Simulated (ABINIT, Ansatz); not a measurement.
# GeBr2 (Fm-3m): from the cell to the phonon bands, part 2 of 3

How does GeBr2 (Fm-3m) vibrate, and is this structure a minimum?

ABINIT 10.8.3; DFT LDA, scalar-relativistic, plane waves, HGH norm-conserving pseudopotentials.

So far. Step 3 (Self-consistent run for the response): The cell stands at -2.3 GPa: the relaxation ran with a smoothed and higher cutoff, and the difference is a stress of the finite basis. Step 5 (Zone-centre response): The acoustic modes at Γ come out as far as 2.2 cm⁻¹ from zero, where they should vanish, a small numerical error; the Born charges miss their sum rule by 0.010 e, which is good. The relaxed cell has a = 6.776 Å (conventional setting).

The structure was built from a prototype and need not be the compound's stable phase.

## (6) Phonons on a q mesh

Linear response treats each wavevector of the 2×2×2 mesh in the unit cell; the first-order potentials are kept for the electron-phonon matrix elements.

dfpt_q.abi reads:

```
ndtset 2

# wavevectors
qpt1 0.5 0.0 0.0
qpt2 0.5 0.5 0.0

# displacements
getwfk_filepath "gso_WFK"
getwfq_filepath "gso_WFK"
kptopt 3
nqpt 1
rfphon 1
rfatpol 1 3
rfdir 1 1 1
tolvrs 1.0d-10
prtwf 0
prtpot 1

# basis, mesh and filling
ecut 20.0
ixc 7
ngkpt 6 6 6
nshiftk 1
shiftk 0.0 0.0 0.0
istwfk *1
occopt 1
nband 9
nstep 100
diemac 9.0
prtebands 0
prtgsr 0
useylm 1

# cell and atoms
acell 3*1.0 Angstrom
rprim 
    0.0 3.388213356 3.388213356
    3.388213356 0.0 3.388213356
    3.388213356 3.388213356 0.0
ntypat 2
znucl 32 35
natom 3
typat 1 2 2
xred 
    0.0 0.0 0.0
    0.25 0.25 0.25
    0.75 0.75 0.75
pp_dirpath "./pseudo"
pseudos "Ge.hgh, Br.hgh"
```

The run is started by

```sh
> OMP_NUM_THREADS=1 mpirun -n 4 abinit dfpt_q.abi > dfpt_q.log
```

Numbers of over 12 decimals in the logs are rounded to 6 here.

dfpt_q.abo, the main output file:

```text
[banners, grids, parts of the stress and lines that vanish by symmetry left out]
- input  file    -> dfpt_q.abi
- output file    -> dfpt_q.abo
- root for input  files -> dfpt_qi
[...]
DATASET    1 : space group Fm -3 m (#225); Bravais cF (face-center cubic)
[...]
nfft =       64000          nkpt =         216
[...]
DATASET    2 : space group Fm -3 m (#225); Bravais cF (face-center cubic)
[...]
nfft =       64000          nkpt =         216
[...]
== DATASET  1 ==================================================================
[...]
cutoff_energies: {ecut:  20.0, pawecutdg:  -1.0, }
[...]
Exchange-correlation functional for the present dataset will be:
  LDA: Perdew-Wang 92 LSD fit to Ceperley-Alder data - ixc=7
[...]
Perturbation : displacement of atom   1   along direction   1
[...]
-ETOT  1   317.17904743704      1.543E+02 9.829E-01 2.956E+06
 ETOT  2   46.130189766092     -2.710E+02 7.183E-01 2.750E+05
 ETOT  3   4.700314     -4.143E+01 1.016E-01 2.884E+04
 ETOT  4   1.577674     -3.123E+00 4.356E-03 1.403E+03
 ETOT  5   1.462846     -1.148E-01 1.766E-04 9.343E+00
[...]
At SCF step   13       vres2   =  1.61E-12 < tolvrs=  1.00E-10 =>converged.
[...]
Perturbation : displacement of atom   1   along direction   2
[...]
-ETOT  1   29.301563794455     -1.155E+02 7.706E-01 1.002E+05
[...]
At SCF step   11       vres2   =  7.95E-12 < tolvrs=  1.00E-10 =>converged.
[...]
Perturbation : displacement of atom   2   along direction   1
[...]
-ETOT  1   1485.3940778725      7.224E+02 3.115E+00 1.336E+07
[...]
At SCF step   15       vres2   =  2.67E-11 < tolvrs=  1.00E-10 =>converged.
[...]
Perturbation : displacement of atom   2   along direction   2
[...]
-ETOT  1   296.83418387724     -4.109E+02 1.233E+00 8.742E+05
[...]
At SCF step   12       vres2   =  8.55E-11 < tolvrs=  1.00E-10 =>converged.
[...]
Phonon wavevector (reduced coordinates) :  0.50000  0.00000  0.00000
 Phonon energies in Hartree :
[...]
Phonon frequencies in cm-1    :
- -5.974257E+01 -5.974257E+01  7.610193E+01  8.097173E+01  8.097173E+01
-  1.107584E+02  1.107584E+02  1.192188E+02  1.206748E+02
[...]
== DATASET  2 ==================================================================
[...]
cutoff_energies: {ecut:  20.0, pawecutdg:  -1.0, }
[...]
Exchange-correlation functional for the present dataset will be:
  LDA: Perdew-Wang 92 LSD fit to Ceperley-Alder data - ixc=7
[...]
Perturbation : displacement of atom   1   along direction   1
[...]
-ETOT  1   138.26430298360     -1.830E+01 1.005E+00 9.391E+05
[...]
At SCF step   12       vres2   =  9.36E-13 < tolvrs=  1.00E-10 =>converged.
[...]
Perturbation : displacement of atom   2   along direction   1
[...]
-ETOT  1   1038.6035167094      2.949E+02 2.232E+00 6.578E+06
[...]
ETOT 13   2.140218      1.103E-11 1.045E-14 6.172E-10
 ETOT 14   2.140218     -4.206E-12 7.472E-16 3.895E-11
 At SCF step   14       vres2   =  3.89E-11 < tolvrs=  1.00E-10 =>converged.
[...]
Phonon wavevector (reduced coordinates) :  0.50000  0.50000  0.00000
 Phonon energies in Hartree :
[...]
Phonon frequencies in cm-1    :
- -6.939068E+01 -6.939068E+01 -5.351365E+01 -9.785060E+00 -9.785060E+00
-  1.182916E+02  1.182916E+02  1.526718E+02  1.542965E+02
[...]
strten1     0.0000000000E+00  0.0000000000E+00  0.0000000000E+00
           strten2     0.0000000000E+00  0.0000000000E+00  0.0000000000E+00
================================================================================
```

Elapsed: 4 min, on 4 MPI ranks of Arm Neoverse V2, shared host.

This step gave:

```
lowest mode on the q mesh (acoustic ones at the zone centre apart) : -69.39 cm⁻¹
```

Frequencies (cm⁻¹) before the sum rule at the irreducible wavevectors but Γ, which is solved apart; negative means imaginary. Frequencies by wavevector:

```
q (fractions)  star  mode 1  mode 2  mode 3  mode 4  mode 5  mode 6  mode 7  mode 8  mode 9
      0.5 0 0     4  -59.74  -59.74    76.1   80.97   80.97   110.8   110.8   119.2   120.7
    0.5 0.5 0     3  -69.39  -69.39  -53.51   -9.79   -9.79   118.3   118.3   152.7   154.3
```

## (7) Interpolated phonon bands

anaddb transforms the dynamical matrices to force constants, with the dipole-dipole part treated apart, and back along the path; points of the mesh come back as solved, but for the sum rule and, in polar crystals, the LO-TO term at Γ; the rest is interpolation.

anaddb.abi reads:

```
ddb_filepath "all_DDB"
output_file "anaddb.abo"
outdata_prefix "anaddb"
ifcflag 1
ngqpt 2 2 2
nqshft 1
q1shft 0.0 0.0 0.0
asr 1
chneut 1
dipdip 1
dipquad 0
quadquad 0
enunit 0
eivec 0
nph1l 62
qph1l 
    5.0d-06 0.0 5.0d-06 1.0
    0.05 0.0 0.05 1.0
    0.1 0.0 0.1 1.0
    0.15 0.0 0.15 1.0
    0.2 0.0 0.2 1.0
    0.25 0.0 0.25 1.0
    0.3 0.0 0.3 1.0
    0.35 0.0 0.35 1.0
    0.4 0.0 0.4 1.0
    0.45 0.0 0.45 1.0
    0.5 0.0 0.5 1.0
    0.5125 0.025 0.5125 1.0
    0.525 0.05 0.525 1.0
    0.5375 0.075 0.5375 1.0
    0.55 0.1 0.55 1.0
    0.5625 0.125 0.5625 1.0
    0.575 0.15 0.575 1.0
    0.5875 0.175 0.5875 1.0
    0.6 0.2 0.6 1.0
    0.6125 0.225 0.6125 1.0
    0.625 0.25 0.625 1.0
    0.375 0.375 0.75 1.0
    0.3375 0.3375 0.675 1.0
    0.3 0.3 0.6 1.0
    0.2625 0.2625 0.525 1.0
    0.225 0.225 0.45 1.0
    0.1875 0.1875 0.375 1.0
    0.15 0.15 0.3 1.0
    0.1125 0.1125 0.225 1.0
    0.075 0.075 0.15 1.0
    0.0375 0.0375 0.075 1.0
    5.0d-06 5.0d-06 5.0d-06 1.0
    0.05 0.05 0.05 1.0
    0.1 0.1 0.1 1.0
    0.15 0.15 0.15 1.0
    0.2 0.2 0.2 1.0
    0.25 0.25 0.25 1.0
    0.3 0.3 0.3 1.0
    0.35 0.35 0.35 1.0
    0.4 0.4 0.4 1.0
    0.45 0.45 0.45 1.0
    0.5 0.5 0.5 1.0
    0.5 0.475 0.525 1.0
    0.5 0.45 0.55 1.0
    0.5 0.425 0.575 1.0
    0.5 0.4 0.6 1.0
    0.5 0.375 0.625 1.0
    0.5 0.35 0.65 1.0
    0.5 0.325 0.675 1.0
    0.5 0.3 0.7 1.0
    0.5 0.275 0.725 1.0
    0.5 0.25 0.75 1.0
    0.5 0.225 0.725 1.0
    0.5 0.2 0.7 1.0
    0.5 0.175 0.675 1.0
    0.5 0.15 0.65 1.0
    0.5 0.125 0.625 1.0
    0.5 0.1 0.6 1.0
    0.5 0.075 0.575 1.0
    0.5 0.05 0.55 1.0
    0.5 0.025 0.525 1.0
    0.5 0.0 0.5 1.0
```

mrgddb.in reads:

```
all_DDB
merged
3
dfpt_gammao_DS2_DDB
dfpt_qo_DS1_DDB
dfpt_qo_DS2_DDB
```

The run is started by

```sh
> mrgddb < mrgddb.in > mrgddb.log
> OMP_NUM_THREADS=1 anaddb anaddb.abi > anaddb.log
```

anaddb.abo, the main output file:

```text
[banners, grids, parts of the stress and lines that vanish by symmetry left out]
-outvars_anaddb: echo values of input variables ----------------------

 Flags :
[...]
Dielectric Tensor and Effective Charges
[...]
Effective charge tensors after
[...]
Phonon wavevector (reduced coordinates) :  0.00001  0.00000  0.00001
 Phonon energies in Hartree :
[...]
Phonon frequencies in cm-1    :
- -3.679941E+01 -3.679941E+01  0.000000E+00  0.000000E+00  2.340068E-03
-  1.329502E+02  1.329502E+02  1.329502E+02  1.673733E+02
[...]
Phonon wavevector (reduced coordinates) :  0.05000  0.00000  0.05000
 Phonon energies in Hartree :
[...]
Phonon frequencies in cm-1    :
- -3.920776E+01 -3.920776E+01  6.265446E+00  6.265446E+00  2.243711E+01
-  1.312296E+02  1.327440E+02  1.327440E+02  1.671207E+02
[...]
Phonon wavevector (reduced coordinates) :  0.10000  0.00000  0.10000
 Phonon energies in Hartree :
[...]
Phonon frequencies in cm-1    :
- -4.553622E+01 -4.553622E+01  1.323876E+01  1.323876E+01  4.428112E+01
-  1.260490E+02  1.321015E+02  1.321015E+02  1.664379E+02
[...]
Phonon wavevector (reduced coordinates) :  0.15000  0.00000  0.15000
 Phonon energies in Hartree :
[...]
Phonon frequencies in cm-1    :
- -5.341693E+01 -5.341693E+01  1.953522E+01  1.953522E+01  6.498755E+01
-  1.173539E+02  1.309708E+02  1.309708E+02  1.655148E+02
[...]
Phonon wavevector (reduced coordinates) :  0.20000  0.00000  0.20000
 Phonon energies in Hartree :
[...]
Phonon frequencies in cm-1    :
- -6.072504E+01 -6.072504E+01  2.405392E+01  2.405392E+01  8.409989E+01
-  1.050467E+02  1.293204E+02  1.293204E+02  1.645644E+02
  Phonon wavevector (reduced coordinates) :  0.25000  0.00000  0.25000
 Phonon energies in Hartree :
[...]
Phonon frequencies in cm-1    :
- -6.628926E+01 -6.628926E+01  2.622254E+01  2.622254E+01  8.893243E+01
-  1.012723E+02  1.271969E+02  1.271969E+02  1.637099E+02
  Phonon wavevector (reduced coordinates) :  0.30000  0.00000  0.30000
 Phonon energies in Hartree :
[...]
Phonon frequencies in cm-1    :
- -6.967270E+01 -6.967270E+01  2.569202E+01  2.569202E+01  6.845815E+01
-  1.162732E+02  1.247666E+02  1.247666E+02  1.629005E+02
  Phonon wavevector (reduced coordinates) :  0.35000  0.00000  0.35000
 Phonon energies in Hartree :
[...]
Phonon frequencies in cm-1    :
- -7.097382E+01 -7.097382E+01  2.220426E+01  2.220426E+01  4.118790E+01
-  1.223160E+02  1.223160E+02  1.289754E+02  1.618923E+02
  Phonon wavevector (reduced coordinates) :  0.40000  0.00000  0.40000
 Phonon energies in Hartree :
[...]
Phonon frequencies in cm-1    :
- -7.073282E+01 -7.073282E+01 -2.706773E+01  1.542247E+01  1.542247E+01
-  1.202034E+02  1.202034E+02  1.393424E+02  1.602970E+02
  Phonon wavevector (reduced coordinates) :  0.45000  0.00000  0.45000
 Phonon energies in Hartree :
[...]
Phonon frequencies in cm-1    :
- -6.986306E+01 -6.986306E+01 -4.815060E+01 -1.291201E+00 -1.291201E+00
-  1.187726E+02  1.187726E+02  1.474163E+02  1.576754E+02
  Phonon wavevector (reduced coordinates) :  0.50000  0.00000  0.50000
 Phonon energies in Hartree :
[...]
Phonon frequencies in cm-1    :
- -6.940448E+01 -6.940448E+01 -5.356934E+01 -1.008519E+01 -1.008519E+01
-  1.182667E+02  1.182667E+02  1.526658E+02  1.542772E+02
  Phonon wavevector (reduced coordinates) :  0.51250  0.02500  0.51250
 Phonon energies in Hartree :
[...]
Phonon frequencies in cm-1    :
- -6.932822E+01 -6.903570E+01 -5.343904E+01 -8.905952E+00 -8.857395E+00
-  1.182444E+02  1.182957E+02  1.523300E+02  1.541934E+02
  Phonon wavevector (reduced coordinates) :  0.52500  0.05000  0.52500
 Phonon energies in Hartree :
[...]
Phonon frequencies in cm-1    :
- -6.910004E+01 -6.792357E+01 -5.304936E+01 -3.489594E+00 -2.975815E+00
-  1.181765E+02  1.183820E+02  1.513253E+02  1.539433E+02
  Phonon wavevector (reduced coordinates) :  0.53750  0.07500  0.53750
 Phonon energies in Hartree :
[...]
Phonon frequencies in cm-1    :
- -6.872179E+01 -6.604957E+01 -5.240401E+01  9.978171E+00  1.032267E+01
-  1.180596E+02  1.185228E+02  1.496588E+02  1.535312E+02
[...]
- -5.976047E+01 -5.976047E+01  7.607324E+01  8.093670E+01  8.093670E+01
-  1.107314E+02  1.107314E+02  1.191938E+02  1.206605E+02
  Phonon wavevector (reduced coordinates) :  0.50000  0.47500  0.52500
 Phonon energies in Hartree :
[...]
Phonon frequencies in cm-1    :
- -5.973280E+01 -5.773119E+01  7.547679E+01  7.944178E+01  8.038308E+01
-  1.083937E+02  1.107017E+02  1.196302E+02  1.227817E+02
  Phonon wavevector (reduced coordinates) :  0.50000  0.45000  0.55000
 Phonon energies in Hartree :
[...]
Phonon frequencies in cm-1    :
- -5.972390E+01 -5.155688E+01  7.329022E+01  7.543960E+01  7.886545E+01
-  1.043895E+02  1.100474E+02  1.211448E+02  1.264822E+02
  Phonon wavevector (reduced coordinates) :  0.50000  0.42500  0.57500
 Phonon energies in Hartree :
[...]
Phonon frequencies in cm-1    :
- -5.993758E+01 -4.090551E+01  6.843931E+01  6.999035E+01  7.700423E+01
-  1.012085E+02  1.082744E+02  1.236399E+02  1.299834E+02
  Phonon wavevector (reduced coordinates) :  0.50000  0.40000  0.60000
 Phonon energies in Hartree :
[...]
Phonon frequencies in cm-1    :
- -6.064183E+01 -2.490363E+01  6.045767E+01  6.463633E+01  7.533884E+01
-  9.948050E+01  1.056657E+02  1.265530E+02  1.329450E+02
  Phonon wavevector (reduced coordinates) :  0.50000  0.37500  0.62500
 Phonon energies in Hartree :
[...]
Phonon frequencies in cm-1    :
- -6.204509E+01  8.669302E+00  4.985774E+01  6.227625E+01  7.402078E+01
-  9.890905E+01  1.027852E+02  1.294265E+02  1.353358E+02
  Phonon wavevector (reduced coordinates) :  0.50000  0.35000  0.65000
 Phonon energies in Hartree :
[...]
Phonon frequencies in cm-1    :
[...]
Phonon wavevector (reduced coordinates) :  0.50000  0.02500  0.52500
 Phonon energies in Hartree :
[...]
Phonon frequencies in cm-1    :
- -6.945299E+01 -6.846056E+01 -5.330912E+01 -1.034335E+01 -2.343824E+00
-  1.179938E+02  1.185524E+02  1.519947E+02  1.541094E+02
  Phonon wavevector (reduced coordinates) :  0.50000  0.00000  0.50000
 Phonon energies in Hartree :
[...]
Phonon frequencies in cm-1    :
- -6.940448E+01 -6.940448E+01 -5.356934E+01 -1.008519E+01 -1.008519E+01
-  1.182667E+02  1.182667E+02  1.526658E+02  1.542772E+02
-
```

It took 0.72 s on 1 thread.

This step gave:

```
lowest frequency on the path : -71.36 cm⁻¹
```

Anaddb, dipole-dipole term. Phonon branches along the path, in cm⁻¹:

```
    point  branch 1  branch 2  branch 3  branch 4  branch 5  branch 6  branch 7  branch 8  branch 9
        Γ       -37       -37         0         0         0       133       133       133       167
  halfway       -66       -66        26        26        89       101       127       127       164
        X       -69       -69       -54       -10       -10       118       118       153       154
  halfway       -68       -60       -50        21        22       118       119       144       152
        U       -62       -42       -19        46        46       115       121       121       147
jump to K       -62       -42       -19        46        46       115       121       121       147
  halfway       -56       -40        34        72        81       107       108       130       145
        Γ       -37       -37         0         0         0       133       133       133       167
  halfway       -48       -48        56        58        58       122       122       123       148
        L       -60       -60        76        81        81       111       111       119       121
  halfway       -62         9        50        62        74        99       103       129       135
        W       -71       -36       -28        73        73       100       100       137       140
  halfway       -70       -47       -40       -16        46       112       125       136       150
        X       -69       -69       -54       -10       -10       118       118       153       154
```

The phonon branches as a text plot (rows in cm⁻¹):

```
    162 |************             *********
    152 |            *****       *         **                ****
    143 |         ***  *  ***  **            *          ***** *
    133 |******  *      *    **************   **    **********
    123 |  *   ****************   **       **** ******      *****
    113 |   *   *       ****    **            *******        ***
    103 |    ***           ******                  **********
     93 |      *             ***
     83 |    **             *** *               ****
     73 |       *           *****             **************
     63 |   *              **    *          **       ***   **
     53 |                  * **   **        *         *      *
     43 |  *     *       ***   *           *
     33 |               *       **  *     *            *    * *
     23 | * ******     *          **     *              *
     13 |  *      **                **  *             *        *
      3 |**         *                ***               *
     -7 |            **                                        **
    -17 |                 *                             *   ***
    -27 |         **        *                        *   ***
    -37 |**              * * ** ***********         *    ***
    -47 |  *        *  ****  ***    *      **               ***
    -56 |   ***      ***   **   ****         *********        ***
    -66 |      ************                           ***********
         Γ           X  U|K            Γ         L        W     X
```

The path dips to 71i cm⁻¹.

(Part 2 of 3 ends here.)

[Host names and launcher messages were left out of these logs when they were recorded.]

[Logs are printed without paths, hosts, clocks, repeated set-up lines and the standing remarks that a program may print on its own settings, such as how far it seeks lower states.]

[Hosts, paths, dates, database ids (printed as entryN), source tags and the programs' standing remarks are cut or masked in the printed files.]
